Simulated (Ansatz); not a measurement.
**Work function of Mo(100): what the settings cost and change**

Aim: the numerical settings behind the work function of Mo(100), with the cost of each.

Main program and level: Ansatz 0.2.0; plane-wave DFT, PBE, Ansatz PAW.

The raw output is cut from this account; settings, times and results stay.

## Step 1: The system as given

The cell holds 7 atoms: 7 Mo. Cell: a = 3.150 Å, b = 3.150 Å, c = 27.450 Å, α = 90.0°, β = 90.0°, γ = 90.0°. Vacuum lies along c.

## Step 2: Run, setting cutoff 200 eV

A work function rests on the faint tail of the density, so the SCF threshold is tight. The cutoff is raised first; then mesh and smearing are varied at the default cutoff.

input.yaml

```yaml
crystal:
  lattice:
    - [3.15, 0.0, 0.0]
    - [0.0, 3.15, 0.0]
    - [0.0, 0.0, 27.45]
  atoms:
    - { symbol: Mo, position: [0.0, 0.0, 0.3278688525] }
    - { symbol: Mo, position: [0.5, 0.5, 0.3852459016] }
    - { symbol: Mo, position: [0.0, 0.0, 0.4426229508] }
    - { symbol: Mo, position: [0.5, 0.5, 0.5] }
    - { symbol: Mo, position: [0.0, 0.0, 0.5573770492] }
    - { symbol: Mo, position: [0.5, 0.5, 0.6147540984] }
    - { symbol: Mo, position: [0.0, 0.0, 0.6721311475] }
kpoints:
  mp_grid: { grid: [13, 13, 1] }
hamiltonian:
  xc: pbe
scf:
  occupations: { method: fermi_dirac, width: 0.1 }
  convergence: { dr2_threshold: 1.0e-09 }
efield:
  axis: 3
  dipole_correction: true
  ramp_position: 0.97
  ramp_width: 0.06
basis:
  ecutwfc: "200 eV"
output:
  write_potential: true
  write_density: true
  volumetric_format: npy
  elf: true
```

Launch:

```bash
$ ansatz run input.yaml --threads 2 --pin off --max-ram 3072MiB --backend cpu --events-out ev --progress --plain --runs-dir out
```

The job ended after 18 s (2 threads of Intel Xeon 6975P-C (Granite Rapids), shared host; peak memory 0.46 GiB).

This step gave:

```
energy at zero smearing   : -34661.8571 eV
work function, upper face : 4.104 eV
```

Running mean over 1.575 Å of the planar mean; the ramp of the sawtooth is left out. Electron's electrostatic potential energy less the Fermi level against z:

z (Å), electron's electrostatic potential energy less the Fermi level (eV) and a bar from the least value:
```
     3.22        4.1 ##############################
     3.86        4.1 ##############################
     4.29        4.1 ##############################
     4.93        4.0 ##############################
     5.58        4.0 ##############################
     6.00        3.9 ##############################
     6.65        3.6 #############################
     7.29        2.6 ###########################
     7.72        0.2 #######################
     8.36       -6.8 ###########
     8.79      -10.7 ####
     9.44      -12.4 #
    10.08      -12.6 #
    10.51      -12.8 
    11.15      -12.9 
    11.79      -13.0 
    12.22      -12.9 
    12.87      -12.9 
    13.51      -12.8 
    13.94      -12.8 
    14.58      -12.9 
    15.23      -12.9 
    15.66      -13.0 
    16.30      -12.9 
    16.94      -12.8 
    17.37      -12.6 #
    18.01      -12.4 #
    18.66      -10.7 ####
    19.09       -6.8 ###########
    19.73        0.2 #######################
    20.16        2.6 ###########################
    20.80        3.6 #############################
    21.45        3.9 ##############################
    21.87        4.0 ##############################
    22.52        4.0 ##############################
    23.16        4.1 ##############################
    23.59        4.1 ##############################
    24.23        4.1 ##############################
```

ELF in the ca plane at fractional y = 0.000, with atoms of Mo within 0.2 Å of it. It is the smooth field of the valence electrons, not physical close to the nuclei.

Ten even steps from '0' (0.00) to '9' (0.71), each cell a mean:
```
01599993452698972542898942535989931000000000
01368853553368743653477634553688621000000000
12233335555432245555322345554333322100000000
22344455555554555555544555455544432100000000
12333345555543355555433455555433332100000000
02245534555344434654344335554455321000000000
01499983452599962553799943544899831000000000
01597794342796972433986952535968940000000000
```
Columns run along c (16.0 Å, from fractional 0.27 to 0.85 of the cell), rows up along a (3.1 Å). Atoms in or near the plane, at fractional coordinates: Mo at (0.33, 0.00), Mo at (0.44, 0.00), Mo at (0.56, 0.00), Mo at (0.67, 0.00).

Valence density in the ca plane at fractional y = 0.000, with atoms of Mo within 0.2 Å of it. It is the smooth field of the valence electrons, not physical close to the nuclei.

Values in e/Å³, 5 rows by 16 columns, each cell a mean:
```
0.2 3.8 2.1 0.3 3.2 2.7 0.3 2.6 3.3 0.3 2.0 3.9 0.2 0.0 0.0 0.0
0.1 0.5 0.4 0.3 0.5 0.5 0.3 0.4 0.5 0.3 0.4 0.5 0.1 0.0 0.0 0.0
0.1 0.2 0.3 0.2 0.3 0.3 0.3 0.3 0.3 0.2 0.3 0.2 0.1 0.0 0.0 0.0
0.1 1.2 0.7 0.3 1.1 0.9 0.3 0.9 1.1 0.3 0.7 1.2 0.1 0.0 0.0 0.0
0.3 4.7 2.6 0.3 4.1 3.4 0.3 3.3 4.1 0.3 2.6 4.8 0.3 0.0 0.0 0.0
```
Columns run along c (16.0 Å, from fractional 0.27 to 0.85 of the cell), rows up along a (3.1 Å). Atoms in or near the plane, at fractional coordinates: Mo at (0.33, 0.00), Mo at (0.44, 0.00), Mo at (0.56, 0.00), Mo at (0.67, 0.00).

Electrostatic potential energy in the ca plane at fractional y = 0.000, with atoms of Mo within 0.2 Å of it. With pseudopotentials it is smooth inside the atoms' cores, unlike the true potential.

Ten even steps from '0' (-76 eV) to '9' (10 eV), each cell a mean:
```
99730037998510158998400269996200479999999999
99864468999854579999744689998645789999999999
99988899999988899999988899999888999999999999
99999999999999999999999999999999999999999999
99999999999999999999999999999999999999999999
99976689999876789999866789999767899999999999
99742248999631368998521479997412589999999999
98620027998500048997300168996100379999999999
```
Columns run along c (16.0 Å, from fractional 0.27 to 0.85 of the cell; values clipped at the 3rd and 97th percentile), rows up along a (3.1 Å). Atoms in or near the plane, at fractional coordinates: Mo at (0.33, 0.00), Mo at (0.44, 0.00), Mo at (0.56, 0.00), Mo at (0.67, 0.00).

The work function is 4.104 eV. The program marks this work function as in doubt.

## Step 3: Slab

Edit input.yaml of step 2 so:

```diff
@@ -26,3 +26,3 @@
 basis:
-  ecutwfc: "200 eV"
+  ecutwfc: "300 eV"
 output:
@@ -31,2 +31 @@
   volumetric_format: npy
-  elf: true
```

It took 25 s on 2 threads; peak memory 0.59 GiB; 45 s of CPU time.

The work function is 3.955 eV, -0.149 eV from the run “cutoff 200 eV”, at 1.4 times its CPU time.

## Step 4: Slab

Edit input.yaml of step 3 so:

```diff
@@ -26,3 +26,3 @@
 basis:
-  ecutwfc: "300 eV"
+  ecutwfc: "420 eV"
 output:
```

Elapsed: 38 s, on 2 threads; peak memory 0.81 GiB.

The work function is 3.952 eV, -0.152 eV from the run “cutoff 200 eV”, at 2.2 times its CPU time.

## Step 5: Run

Edit input.yaml of step 4 so:

```diff
@@ -26,3 +26,3 @@
 basis:
-  ecutwfc: "420 eV"
+  ecutwfc: "600 eV"
 output:
```

The job ended after 60 s (2 threads; peak memory 1.2 GiB).

The work function is 3.952 eV, -0.000 eV from the run “cutoff 420 eV”, at 1.6 times its CPU time.

## Step 6: Slab

Edit input.yaml of step 5 so:

```diff
@@ -14,3 +14,3 @@
 kpoints:
-  mp_grid: { grid: [13, 13, 1] }
+  mp_grid: { grid: [2, 2, 1] }
 hamiltonian:
@@ -25,4 +25,2 @@
   ramp_width: 0.06
-basis:
-  ecutwfc: "600 eV"
 output:
```

The job ended after 3.6 s (2 threads; peak memory 0.54 GiB; 5.6 s of CPU time).

The work function is 4.512 eV, +0.559 eV from the run “cutoff 420 eV”, at 0.079 times its CPU time.

## Step 7: Slab

Edit input.yaml of step 6 so:

```diff
@@ -14,3 +14,3 @@
 kpoints:
-  mp_grid: { grid: [2, 2, 1] }
+  mp_grid: { grid: [4, 4, 1] }
 hamiltonian:
```

Wall time 7.3 s (2 threads); peak memory 0.54 GiB.

The work function is 3.954 eV, +0.001 eV from the run “cutoff 420 eV”, at 0.18 times its CPU time.

## Step 8: Slab

Edit input.yaml of step 7 so:

```diff
@@ -14,3 +14,3 @@
 kpoints:
-  mp_grid: { grid: [4, 4, 1] }
+  mp_grid: { grid: [9, 9, 1] }
 hamiltonian:
```

Wall time 18 s (2 threads); peak memory 0.68 GiB; 35 s of CPU time.

The work function is 3.965 eV, +0.012 eV from the run “cutoff 420 eV”, at 0.49 times its CPU time.

## Step 9: Slab

Edit input.yaml of step 8 so:

```diff
@@ -14,3 +14,3 @@
 kpoints:
-  mp_grid: { grid: [9, 9, 1] }
+  mp_grid: { grid: [20, 20, 1] }
 hamiltonian:
```

Run time: 77 s. Hardware: 2 threads; peak memory 1.3 GiB; 2.5 min of CPU time.

The work function is 3.954 eV, +0.001 eV from the run “cutoff 420 eV”, at 2.2 times its CPU time.

## Step 10: Run

Edit input.yaml of step 9 so:

```diff
@@ -14,3 +14,3 @@
 kpoints:
-  mp_grid: { grid: [20, 20, 1] }
+  mp_grid: { grid: [13, 13, 1] }
 hamiltonian:
@@ -18,3 +18,3 @@
 scf:
-  occupations: { method: fermi_dirac, width: 0.1 }
+  occupations: { method: gaussian, width: 0.05 }
   convergence: { dr2_threshold: 1.0e-09 }
```

The job ended after 34 s (2 threads; peak memory 0.81 GiB).

The work function is 3.963 eV, +0.011 eV from the run “cutoff 420 eV”, at 0.95 times its CPU time.

## Step 11: Slab

Edit input.yaml of step 10 so:

```diff
@@ -18,3 +18,3 @@
 scf:
-  occupations: { method: gaussian, width: 0.05 }
+  occupations: { method: methfessel_paxton, width: 0.2 }
   convergence: { dr2_threshold: 1.0e-09 }
```

It took 34 s on 2 threads; peak memory 0.82 GiB; 65 s of CPU time.

The work function is 3.936 eV, -0.016 eV from the run “cutoff 420 eV”, at 0.92 times its CPU time.

## Step 12: Slab

Edit input.yaml of step 11 so:

```diff
@@ -18,3 +18,3 @@
 scf:
-  occupations: { method: methfessel_paxton, width: 0.2 }
+  occupations: { method: fermi_dirac, width: 0.3 }
   convergence: { dr2_threshold: 1.0e-09 }
```

Run time: 35 s. Hardware: 2 threads; peak memory 0.88 GiB; 67 s of CPU time.

The work function is 4.051 eV, +0.098 eV from the run “cutoff 420 eV”, at 0.95 times its CPU time.

## Step 13: Run

Edit input.yaml of step 12 so:

```diff
@@ -18,3 +18,3 @@
 scf:
-  occupations: { method: fermi_dirac, width: 0.3 }
+  occupations: { method: cold, width: 0.1 }
   convergence: { dr2_threshold: 1.0e-09 }
```

The job ended after 33 s (2 threads; peak memory 0.8 GiB).

The work function is 3.948 eV, -0.005 eV from the run “cutoff 420 eV”, at 0.89 times its CPU time.

## Step 14: The series together

Times are for 2 threads of Intel Xeon 6975P-C (Granite Rapids), shared host. The series side by side:

```csv
no.,setting,"work function, upper face (eV)",time,memory (GiB)
1,cutoff 200 eV,4.104,18 s,0.46
2,cutoff 300 eV,3.955,25 s,0.59
3,cutoff 420 eV,3.952,38 s,0.81
4,cutoff 600 eV,3.952,60 s,1.2
5,mesh 2x2,4.512,3.6 s,0.54
6,mesh 4x4,3.954,7.3 s,0.54
7,mesh 9x9,3.965,18 s,0.68
8,mesh 20x20,3.954,77 s,1.3
9,Gaussian smearing 0.05 eV,3.963,34 s,0.81
10,methfessel_paxton smearing 0.2 eV,3.936,34 s,0.82
11,fermi_dirac smearing 0.3 eV,4.051,35 s,0.88
12,cold smearing 0.1 eV,3.948,33 s,0.8
```

## Step 15: Varying the input

An input spoilt on purpose, to show how the run answers: it repeats the earlier run “cutoff 200 eV” with efield.axis from 3 to 1, and scf.max_iter set to 50; its output block differs too.

Edit input.yaml of step 13 so:

```diff
@@ -18,6 +18,7 @@
 scf:
-  occupations: { method: cold, width: 0.1 }
+  occupations: { method: fermi_dirac, width: 0.1 }
   convergence: { dr2_threshold: 1.0e-09 }
+  max_iter: 50
 efield:
-  axis: 3
+  axis: 1
   dipole_correction: true
@@ -25,2 +26,4 @@
   ramp_width: 0.06
+basis:
+  ecutwfc: "200 eV"
 output:
```

It took 0.33 s on 2 threads; peak memory 0.33 GiB.

The input was rejected at the start.

The program's message: “Error: efield: ion 0 (Mo) at fractional coordinate 0.0000 along the field axis lies inside the sawtooth ramp with 2 of the planes that the density is read on at each end, [0.8367, 0.1633] — the ramp m …”

The fault put into the input: the field along an axis without vacuum.

## Step 16: Outcome

```json
{"work function, cutoff 420 eV": "3.952 eV", "work function, cutoff 600 eV": "3.952 eV", "work function, mesh 2x2": "4.512 eV", "work function, methfessel_paxton smearing 0.2 eV": "3.936 eV"}
```

In words: The run at the highest cutoff gives 3.95 eV, and the settings tried spread the value from 3.94 to 4.51 eV. Against 600 eV, a cutoff of 200 eV is off by +0.152 eV. Against 600 eV, a cutoff of 420 eV is off by +0.000 eV. Against the finest mesh, 20 points along a, the coarser ones are off by +0.56 (2), +0.00 (4) and +0.01 (9) eV. The smearing schemes and widths spread it over 0.11 eV. The program marks the value as in doubt in “cutoff 200 eV”. A compiled measured value is 4.45 eV (arxiv:1902.07811, 2019), but the real face reconstructs and these slabs don't, so it is no test of the method. The ladder's slabs use the tabulated experimental lattice constant (two decimals; a low-temperature value for the alkali metals). This open face is not relaxed here, and relaxation moves such faces by up to a few tenths of an eV. In 1 run of the series (cutoff 200 eV) the program warns that electrons reach the sawtooth's ramp, which makes dipole and work function less sure.

[Long decimals in the printed logs are rounded to 6 places.]

[Logs are printed without paths, hosts, clocks, repeated set-up lines and the standing remarks that a program may print on its own settings, such as how far it seeks lower states.]

[Hosts, paths, dates, database ids (printed as entryN), source tags and the programs' standing remarks are cut or masked in the printed files.]

[Maps of the electrostatic potential energy from Ansatz leave out the sawtooth potential of an applied field or a dipole correction, so their vacuum need not be flat; planar profiles and work functions include it.]
